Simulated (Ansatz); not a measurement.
# (BP)2(GaN)1 [001] superlattice, started as zinc blende: a soft mode frozen in

Aim: this structure of (BP)2(GaN)1 [001] superlattice, started as zinc blende is to be tested for unstable modes, and one is followed downhill.

Calculated with Ansatz 0.2.0; DFT LDA, scalar-relativistic, plane waves, PAW.

The structure was built from a prototype and need not be the compound's stable phase.

## 1. The starting structure

The structure is orthorhombic, space group Imm2 (No. 44). The conventional cell has a = 3.102 Å, b = 3.205 Å, c = 13.749 Å, α = 90.00°, β = 90.00°, γ = 90.00°. Nearest to B lie 2 N at 1.75 Å and 2 P at 1.95 Å. Nearest to B lie 4 P at 1.93 Å. Nearest to Ga lie 2 N at 1.94 Å and 2 P at 2.26 Å. Nearest to N lie 2 B at 1.75 Å and 2 Ga at 1.94 Å. Nearest to P lie 4 B at 1.93 to 1.95 Å. Nearest to P lie 2 B at 1.93 Å and 2 Ga at 2.26 Å. Farther neighbours and most contacts between anions are not listed.

Coordinates:

```cif
data_structure
_symmetry_space_group_name_H-M 'P 1'
_symmetry_Int_Tables_number 1
_cell_length_a 3.2052
_cell_length_b 3.1016
_cell_length_c 7.2271
_cell_angle_alpha 102.391
_cell_angle_beta 77.188
_cell_angle_gamma 90.000
_cell_volume 68.34
loop_
_atom_site_label
_atom_site_type_symbol
_atom_site_fract_x
_atom_site_fract_y
_atom_site_fract_z
_atom_site_occupancy
B1 B 0.00636 0.99364 0.98728 1
B2 B 0.34267 0.65733 0.31467 1
Ga3 Ga 0.64496 0.35504 0.71008 1
N4 N 0.06550 0.43450 0.86899 1
P5 P 0.42579 0.07421 0.14843 1
P6 P 0.76472 0.73528 0.47055 1
```

## 2. Zone-centre response

The cell comes from relaxations at this level that are not shown. The zone centre is the only wavevector solved here; it holds the modes that light can see, as far as symmetry allows. No field response is asked, since the mesh shows no gap.

Input file input.yaml:

```yaml
crystal:
  lattice:
    - [2.2664111837, 2.2664111837, 0.0]
    - [-2.1931281158, 2.1931281158, 0.0]
    - [2.2297696498, 0.036641534, 6.8744289541]
  atoms:
    - { symbol: B, position: [0.0063612515, -0.0063612515, -0.0127225029] }
    - { symbol: B, position: [0.3426650794, 0.6573349206, 0.3146698413] }
    - { symbol: Ga, position: [0.6449598039, 0.3550401961, 0.7100803921] }
    - { symbol: "N", position: [0.0655034774, 0.4344965226, 0.8689930452] }
    - { symbol: P, position: [0.4257869267, 0.0742130733, 0.1484261467] }
    - { symbol: P, position: [0.7647234611, 0.7352765389, 0.4705530779] }
kpoints:
  mp_grid: { grid: [12, 12, 12] }
hamiltonian:
  xc: lda
scf:
  occupations: { method: methfessel_paxton, width: 0.2 }
output:
  eigenvalues: true
phonons:
  method: dfpt
```

Launch:

```console
$ ansatz run input.yaml --threads 8 --pin off --max-ram 14336MiB --backend cpu --events-out ev --progress --plain --runs-dir out
```

Numbers of over 12 decimals in the logs are rounded to 6 here.

The program printed:

```text
Warning: crystal.symmetry: narrowed to the stabiliser of the run's FFT grids — unitary ops 4 → 1. A phonons.method: dfpt run fills in the rows of the dynamical matrix that it does not solve by its symmetry operations, which is exact only for operations that map its FFT grids onto themselves: filled in by any other, the frequencies could depend on the order in which like atoms are typed, or, by more than the grids' own error, on where the crystal sits among the grids' points. Excluded: 3 operations. The run can therefore solve more perturbations, solve them on more k-points, or both, and cost more. [rest of the remark cut]
Engine: ansatz 0.2.0, aarch64-unknown-linux-gnu
Pseudopotentials: kind: paw
Pseudopotential: B, paw, valence charge 3, recommended cutoff 420 eV (normal), B.paw.azcp
Pseudopotential: Ga, paw, valence charge 13, recommended cutoff 420 eV (normal), Ga.paw.azcp
Pseudopotential: N, paw, valence charge 5, recommended cutoff 420 eV (normal), N.paw.azcp
Pseudopotential: P, paw, valence charge 5, recommended cutoff 420 eV (normal), P.paw.azcp
Functional definition: SPW92
  exchange = slater_x
  correlation = pw_c
Crystal: 6 atoms, lattice volume = 68.339 Å³
Basis set: ecut = 420 eV, 1331 PW (Γ), exchange–correlation on 48×48×100 points (8 copies of the dense FFT grid, shifted against one another)
Bands: 23, of which v1, the nominal top of the filled ones, is band 17 counted from 1 (16 counted from 0)
Symmetry: 4 space group operations
k-points: 868 of 1728 (irreducible under 1 space group operation, time reversal used)
Non-local potential: B, projectors of the file, l = 0: 2, l = 1: 2, l = 2: 1
Non-local potential: Ga, projectors of the file, l = 0: 2, l = 1: 2, l = 2: 3, l = 3: 1
Non-local potential: N, projectors of the file, l = 0: 2, l = 1: 2, l = 2: 1
Non-local potential: P, projectors of the file, l = 0: 2, l = 1: 2, l = 2: 2
PAW form: soft (Blöchl's): semilocal exchange-correlation on the pseudo side does not see the compensation charge
PAW frozen core: B, regenerated for the run's functional, and the local potential with it (the file was generated under x = pbe(κ = 0.804, μ = 0.219515), c = pbe(β = 0.066725))
PAW frozen core: Ga, regenerated for the run's functional, and the local potential with it (the file was generated under x = pbe(κ = 0.804, μ = 0.219515), c = pbe(β = 0.066725))
PAW frozen core: N, regenerated for the run's functional, and the local potential with it (the file was generated under x = pbe(κ = 0.804, μ = 0.219515), c = pbe(β = 0.066725))
PAW frozen core: P, regenerated for the run's functional, and the local potential with it (the file was generated under x = pbe(κ = 0.804, μ = 0.219515), c = pbe(β = 0.066725))
PAW one-centre angular grid: B, 110 points (default); XC on 64 Gauss nodes
PAW one-centre angular grid: Ga, 590 points (default); XC on 64 Gauss nodes
PAW one-centre angular grid: N, 110 points (default); XC on 64 Gauss nodes
PAW one-centre angular grid: P, 110 points (default); XC on 64 Gauss nodes
Initial density: superposition of atomic densities (neutral atoms: chi_scale 0, normalization atom), corrected by the library's trained network
Initial wavefunctions: pseudopotential atomic-orbital guess
Functional: x = slater, c = lda
SCF iter   1: F=—  HF=-5833.649959 eV  |F-HF|=—  |Δ(HF+E_count)|=         —  Δρ=9.25e-3  dr2=5.76e-2  ethr=1.77e-3  ⟨swp⟩=6.1  Hψ=104236  notcnv=0
preconditioner: auto → Kerker (q_TF=auto, 2.429 Å⁻¹)  [metal: Δε(μ)=0.010 eV  Ē_g=13.473 eV  σ=0.200 eV  W_gap=0.04  n_scr=16 (ndim 8)  ℏωp=26.2 eV  f_vac=0.000  D(μ)=0.76/eV (n_scr^D=2)]
SCF iter   2: F=—  HF=-5833.638205 eV  |F-HF|=—  |Δ(HF+E_count)|=   1.18e-2  S|Δr|=    0.00e0  Δρ=3.96e-3  dr2=9.64e-3  ethr=1.69e-4  ⟨swp⟩=1.3  Hψ=29100  notcnv=0
SCF iter   3: F=—  HF=-5833.635890 eV  |F-HF|=—  |Δ(HF+E_count)|=   2.31e-3  S|Δr|=    0.00e0  Δρ=1.54e-3  dr2=1.72e-3  ethr=2.83e-5  ⟨swp⟩=1.5  Hψ=21417  notcnv=0
SCF iter   4: F=—  HF=-5833.635416 eV  |F-HF|=—  |Δ(HF+E_count)|=   4.75e-4  S|Δr|=    0.00e0  Δρ=3.50e-4  dr2=1.31e-4  ethr=5.05e-6  ⟨swp⟩=2.8  Hψ=34161  notcnv=0
SCF iter   5: F=—  HF=-5833.635394 eV  |F-HF|=—  |Δ(HF+E_count)|=   2.17e-5  S|Δr|=    0.00e0  Δρ=1.51e-4  dr2=2.06e-5  ethr=3.85e-7  ⟨swp⟩=2.2  Hψ=33124  notcnv=0
SCF iter   6: F=—  HF=-5833.635385 eV  |F-HF|=—  |Δ(HF+E_count)|=   8.77e-6  S|Δr|=    0.00e0  Δρ=6.52e-5  dr2=3.87e-6  ethr=6.06e-8  ⟨swp⟩=2.5  Hψ=32765  notcnv=0
SCF iter   7: F=—  HF=-5833.635384 eV  |F-HF|=—  |Δ(HF+E_count)|=   8.60e-7  S|Δr|=    0.00e0  Δρ=2.18e-5  dr2=6.29e-7  ethr=1.14e-8  ⟨swp⟩=2.2  Hψ=33394  notcnv=0
SCF iter   8: F=—  HF=-5833.635384 eV  |F-HF|=—  |Δ(HF+E_count)|=   4.51e-7  S|Δr|=    0.00e0  Δρ=5.56e-6  dr2=6.73e-8  ethr=1.85e-9  ⟨swp⟩=2.1  Hψ=30692  notcnv=0
SCF iter   9: F=—  HF=-5833.635384 eV  |F-HF|=—  |Δ(HF+E_count)|=   8.24e-9  S|Δr|=    0.00e0  Δρ=1.59e-6  dr2=5.87e-9  ethr=1.98e-10  ⟨swp⟩=2.2  Hψ=32892  notcnv=0
SCF iter  10: F=—  HF=-5833.635384 eV  |F-HF|=—  |Δ(HF+E_count)|=   1.15e-9  S|Δr|=    0.00e0  Δρ=5.51e-7  dr2=2.75e-10  ethr=1.73e-11  ⟨swp⟩=2.5  Hψ=33031  notcnv=0
SCF iter  11: F=—  HF=-5833.635384 eV  |F-HF|=—  |Δ(HF+E_count)|=  2.18e-11  S|Δr|=    0.00e0  Δρ=1.85e-7  dr2=3.37e-11  ethr=1.00e-12  ⟨swp⟩=2.5  Hψ=33957  notcnv=0
SCF iter  12: F=-5833.635384 eV  HF=-5833.635384 eV  |F-HF|=4.55e-12  |Δ(HF+E_count)|=  4.55e-12  S|Δr|=    0.00e0  Δρ=7.43e-8  dr2=4.14e-12  ethr=1.00e-12  ⟨swp⟩=11.1  Hψ=115887  notcnv=0
SCF 1 converged in 12 iterations: F = -5833.635384 eV  dr2 = 4.14e-12
  greatest PAW one-centre occupation: 0.995 electrons in one spin orbital (limit 2), on the Ga atom at site 2 (counted from 0), in its partial waves of l = 2
DFPT response loops at Γ: preconditioner auto → Kerker (q_TF=auto, 2.429 Å⁻¹) (partly filled bands, converged f_vac=0.000); β = 1.00, the filter's whole step (`scf.mixing.beta` (0.50) is not read by the response loops under this deck's `scf.mixing.preconditioner`; to damp them name `kerker` or `kerker_dos`, under which they read `scf.mixing.beta`, and type it under 1.00, their step now; both keys bind the ground state too); Broyden in place of MSR1
SCF converged after 12 iterations
Stability not checked: this state was not tested for a lower state beside it, because cold or Methfessel-Paxton smearing, or corrected tetrahedra, fill the levels in a way that the test cannot read (fill_not_monotonic; see scf.lower_state_search)
Free energy (F): -5833.635384 eV
Harris-Foulkes:  -5833.635384 eV  (|F-HF|=4.55e-12)
Internal energy: -5833.634382 eV  (E = F + TS)
E sigma→0 (E₀):  -5833.635134 eV
Entropy (-TS):   -0.001002 eV (-0.167 meV/atom)
Fermi energy:    11.220512 eV
--- Per-component energies (eV) ---
  E_band       = 23.693409
  E_kinetic    = 491.764380
  E_local      = -2656.993546  (includes V_loc(G=0)·N_el)
  E_nonlocal   = 569.707905
  E_hartree    = 1207.091883
  E_xc         = -317.717010
  E_vxc        = -336.540717  (∫ρ·V_xc dr)
  E_paw        = -3257.211570  (= ΣΔE_a)
  E_vpaw       = -458.428325  (= ΣTr[D̂ρ^β])
  E_aug_tail   = -0.000036  (compensation charges beyond the density's cutoff)
  E_ewald      = -1872.411283
  E_core_change = 2.134896  (= ΣΔE_core)
  E_smearing   = -0.001002  (= −TS)
  E_closure    = -0.000000  (closes the sum)
  Σ components = -5833.635384   (vs F -5833.635384, Δ=0.00e0)
--- Band table (eV; the first three rows and the last of 868) ---
  k-point 0: bands = [... 13 lower, 7.3200, 9.1074, 9.6866, 10.5437, 11.4462, 12.0601, 12.7135, 13.9804, ... 2 higher]
  k-point 1: bands = [... 13 lower, 7.3316, 9.0243, 9.6453, 10.5624, 11.4078, 12.0625, 12.7007, 14.0039, ... 2 higher]
  k-point 2: bands = [... 13 lower, 7.3637, 8.7989, 9.5323, 10.6030, 11.3069, 12.0737, 12.6629, 14.0409, ... 2 higher]
  k-point 867: bands = [... 13 lower, 4.7035, 4.8609, 5.8371, 5.9516, 11.3564, 11.7355, 13.4446, 13.6232, ... 2 higher]
--- Phonons (Γ-DFPT): 18 representative perturbations + reference, on 868 of 1728 k-points (Σ response iterations 59) ---
  ASR residual: 1.051e-4 → 0.000e0 eV/Å²; symmetrization residual: 1.881e-6 eV/Å²
  The last average, over the group as it would stand without the narrowing to the FFT grids, took up to 6.464e-6 eV/Å² of the zone centre's force constants
  ASR residual per site (eV/Å²): 8.59e-6 1.46e-5 2.84e-5 1.05e-4 1.28e-5 1.94e-5
  Γ frequencies (cm⁻¹): -117.78 0.00 0.00 0.00 159.28 181.50 273.11 314.58 332.33 372.35 442.43 583.78 597.77 760.05 767.45 795.38 807.67 823.41
  non-analytic LO–TO correction: not included (Born effective charges unavailable; polar crystals: no LO–TO splitting at Γ)
```

Run time: 4.4 min. Hardware: 8 threads of Arm Neoverse V2, shared host; peak memory 5 GiB.

Reading the cycles: dr2 is the Hartree energy of the density residual (eV), the measure of convergence; HF is the Harris–Foulkes estimate of the energy, which meets the free energy F at convergence.

This step gave:

| Item | Value |
| --- | --- |
| volume per atom | 11.39 Å³ |
| gap on the k-mesh | 0 eV |
| sum-rule residual before enforcement | 1.05e-4 eV/Å² |
| point group | mm2 |
| highest optical mode at the zone centre (no LO-TO term) | 823.4 cm⁻¹ |
| lowest optical zone-centre mode | -117.8 cm⁻¹ |

Patterns of degenerate modes are one choice out of their space. The modes at Γ (shares of kinetic energy by element, %) (negative means imaginary):

| mode | frequency (cm⁻¹) | symmetry | B % | Ga % | N % | P % |
| --- | --- | --- | --- | --- | --- | --- |
| 1 | -117.8 | B1 | 63 | 1 | 35 | 1 |
| 2 | 0.0 | acoustic | 13 | 42 | 8 | 37 |
| 3 | 0.0 | acoustic | 13 | 42 | 8 | 37 |
| 4 | 0.0 | acoustic | 13 | 42 | 8 | 37 |
| 5 | 159.3 | B1 | 11 | 32 | 18 | 39 |
| 6 | 181.5 | B2 | 12 | 44 | 2 | 41 |
| 7 | 273.1 | B2 | 20 | 5 | 0 | 75 |
| 8 | 314.6 | A1 | 9 | 53 | 0 | 38 |
| 9 | 332.3 | B1 | 24 | 10 | 20 | 45 |
| 10 | 372.4 | B1 | 15 | 15 | 18 | 52 |
| 11 | 442.4 | A1 | 12 | 0 | 11 | 76 |
| 12 | 583.8 | A1 | 10 | 5 | 58 | 27 |
| 13 | 597.8 | B2 | 6 | 9 | 78 | 7 |
| 14 | 760.0 | B1 | 73 | 0 | 0 | 27 |
| 15 | 767.5 | B2 | 75 | 0 | 4 | 20 |
| 16 | 795.4 | A1 | 82 | 0 | 0 | 18 |
| 17 | 807.7 | A1 | 73 | 0 | 23 | 4 |
| 18 | 823.4 | B2 | 74 | 0 | 7 | 19 |

Displacements in mode 1 (-117.8 cm⁻¹), the largest set to 1:
```
B1   1.00 -1.00  0.00
B2   0.07 -0.07  0.00
Ga3 -0.06  0.06  0.00
N4  -0.66  0.66  0.00
P5   0.07 -0.07  0.00
P6  -0.01  0.01  0.00
```

Displacements in mode 11 (442.4 cm⁻¹), the largest set to 1:
```
B1   0.00  0.00 -0.71
B2   0.00  0.00  0.24
Ga3  0.00  0.00 -0.04
N4   0.00  0.00 -0.62
P5   0.00  0.00 -0.46
P6   0.00  0.00  1.00
```

Before it was imposed, the acoustic sum rule was missed by 1.1e-4 eV/Å². Small misses are needed for a sound result but don't prove that mesh and cutoff are converged. The lowest optical mode is imaginary, 117.8i cm⁻¹, so the energy falls along it.

## 3. The mode frozen in, largest atomic shift 0 Å

The mode followed lies at Γ with frequency 117.8i cm⁻¹, the softest among the wavevectors solved. At small amplitude the distorted cell has space group no. 8 by a symmetry search on the positions. The undistorted cell that holds it gives the zero of energy on the same k mesh.

input.yaml, as its differences from that of step 2:

```diff
@@ -6,3 +6,3 @@
   atoms:
-    - { symbol: B, position: [0.0063612515, -0.0063612515, -0.0127225029] }
+    - { symbol: B, position: [0.0063612515, 0.9936387485, 0.9872774971] }
     - { symbol: B, position: [0.3426650794, 0.6573349206, 0.3146698413] }
@@ -19,4 +19,4 @@
 output:
+  forces: true
+  stress: true
   eigenvalues: true
-phonons:
-  method: dfpt
```

The program printed:

```text
[...]
Crystal: 6 atoms, lattice volume = 68.339 Å³
Basis set: ecut = 420 eV, 1331 PW (Γ)
Bands: 23, of which v1, the nominal top of the filled ones, is band 17 counted from 1 (16 counted from 0)
Symmetry: 4 space group operations
[...]
k-points: 280 of 1728 (time reversal used)
[...]
k-point 0: bands = [... 13 lower, 7.3200, 9.1073, 9.6865, 10.5437, 11.4462, 12.0602, 12.7134, 13.9804, ... 2 higher]
  k-point 1: bands = [... 13 lower, 7.3316, 9.0243, 9.6452, 10.5624, 11.4078, 12.0626, 12.7007, 14.0039, ... 2 higher]
  k-point 2: bands = [... 13 lower, 7.3637, 8.7989, 9.5322, 10.6029, 11.3069, 12.0737, 12.6628, 14.0408, ... 2 higher]
  k-point 279: bands = [... 13 lower, 4.9993, 5.0990, 5.7129, 5.8353, 11.8389, 11.9076, 12.3847, 13.2369, ... 2 higher]
[key lines of the parts left out:]
SCF converged after 8 iterations
Free energy (F): -5833.635383 eV
Fermi energy:    11.220528 eV
P = ⅓ Tr σ = -0.0001 GPa (-0.001 kbar)
```

Run time: 4.9 s. Hardware: 8 threads; peak memory 0.65 GiB.

This step gave:

```yaml
pressure: -7.74e-5 GPa
energy_from_the_undistorted_cell: 0 meV/atom
```

The run ends at a pressure of 0.00 GPa, with forces up to 1.9e-4 eV/Å.

## 4. The mode frozen in, largest atomic shift 0.08 Å

The atoms are moved along the unstable eigenvector, the largest shift by 0.08 Å, with the cell fixed.

input.yaml, the sections that differ from step 3:

```yaml
crystal:
  lattice:
    - [2.2664111837, 2.2664111837, 0.0]
    - [-2.1931281158, 2.1931281158, 0.0]
    - [2.2297696498, 0.036641534, 6.8744289541]
  atoms:
    - { symbol: B, position: [0.0063612515, 0.9678452064, 0.9872774971] }
    - { symbol: B, position: [0.3426650794, 0.6556302573, 0.3146698413] }
    - { symbol: Ga, position: [0.6449598039, 0.3565899567, 0.7100803921] }
    - { symbol: "N", position: [0.0655034774, 0.4513954715, 0.8689930452] }
    - { symbol: P, position: [0.4257869267, 0.0724720922, 0.1484261467] }
    - { symbol: P, position: [0.7647234611, 0.7354839015, 0.4705530779] }
# kpoints, hamiltonian, scf, output: as in step 3
```

The program printed:

```text
[...]
Crystal: 6 atoms, lattice volume = 68.339 Å³
Basis set: ecut = 420 eV, 1331 PW (Γ)
Bands: 23, of which v1, the nominal top of the filled ones, is band 17 counted from 1 (16 counted from 0)
Symmetry: 2 space group operations
[...]
k-points: 476 of 1728 (time reversal used)
[...]
k-point 0: bands = [... 13 lower, 7.3018, 9.0618, 9.7137, 10.5420, 11.4374, 12.0514, 12.6833, 13.8328, ... 2 higher]
  k-point 1: bands = [... 13 lower, 7.3133, 8.9832, 9.6718, 10.5578, 11.4023, 12.0532, 12.6696, 13.8400, ... 2 higher]
  k-point 2: bands = [... 13 lower, 7.3449, 8.7687, 9.5574, 10.5924, 11.3087, 12.0635, 12.6297, 13.8543, ... 2 higher]
  k-point 475: bands = [... 13 lower, 4.9690, 5.1114, 5.7149, 5.8350, 11.7757, 11.9471, 12.3768, 13.2297, ... 2 higher]
[key lines of the parts left out:]
SCF converged after 8 iterations
Free energy (F): -5833.636950 eV
Fermi energy:    11.217432 eV
P = ⅓ Tr σ = 0.6173 GPa (6.173 kbar)
```

Elapsed: 7.8 s, on 8 threads; peak memory 0.87 GiB; 59 s of CPU time.

Numbers from this step:

- pressure: 0.6173 GPa
- energy from the undistorted cell: -0.233 meV/atom

The energy, extrapolated to zero smearing, is -0.23 meV/atom against the undistorted cell.

The run ends at a pressure of 0.62 GPa, with forces up to 0.15 eV/Å.

## 5. Energy along the mode, all amplitudes (two of the runs are shown above)

An imaginary frequency means negative curvature, so the energy should fall and then rise again as anharmonic terms take over.

Numbers from this step:

| Quantity | Value |
| --- | --- |
| depth at the lowest point sampled | 0.233 meV/atom |
| largest atomic shift at that point | 0.08 Å |

Table of energy from the parent by largest shift of an atom, one sign:

| largest shift of an atom, one sign (Å) | energy from the parent (meV/atom) |
| --- | --- |
| 0.0000 | 0 |
| 0.0400 | -0.094 |
| 0.0800 | -0.233 |
| 0.1400 | 0.712 |
| 0.2200 | 11.2 |

Displacement at unit largest shift by atom:

| atom | x (Å) | y (Å) | z (Å) | size |
| --- | --- | --- | --- | --- |
| B1 | 0.707 | -0.707 | 0.000 | 1.000 |
| B2 | 0.047 | -0.047 | 0.000 | 0.066 |
| Ga3 | -0.042 | 0.042 | 0.000 | 0.059 |
| N4 | -0.463 | 0.463 | 0.000 | 0.655 |
| P5 | 0.048 | -0.048 | 0.000 | 0.068 |
| P6 | -0.006 | 0.006 | 0.000 | 0.008 |

The lowest of the steps tried is at 0.08 Å, 0.233 meV/atom below the parent; the bottom of the well need not coincide with a step.

[end of part 1 of 3]

[Logs are printed without paths, hosts, clocks, repeated set-up lines and the standing remarks that a program may print on its own settings, such as how far it seeks lower states.]

[Hosts, paths, dates, database ids (printed as entryN), source tags and the programs' standing remarks are cut or masked in the printed files.]
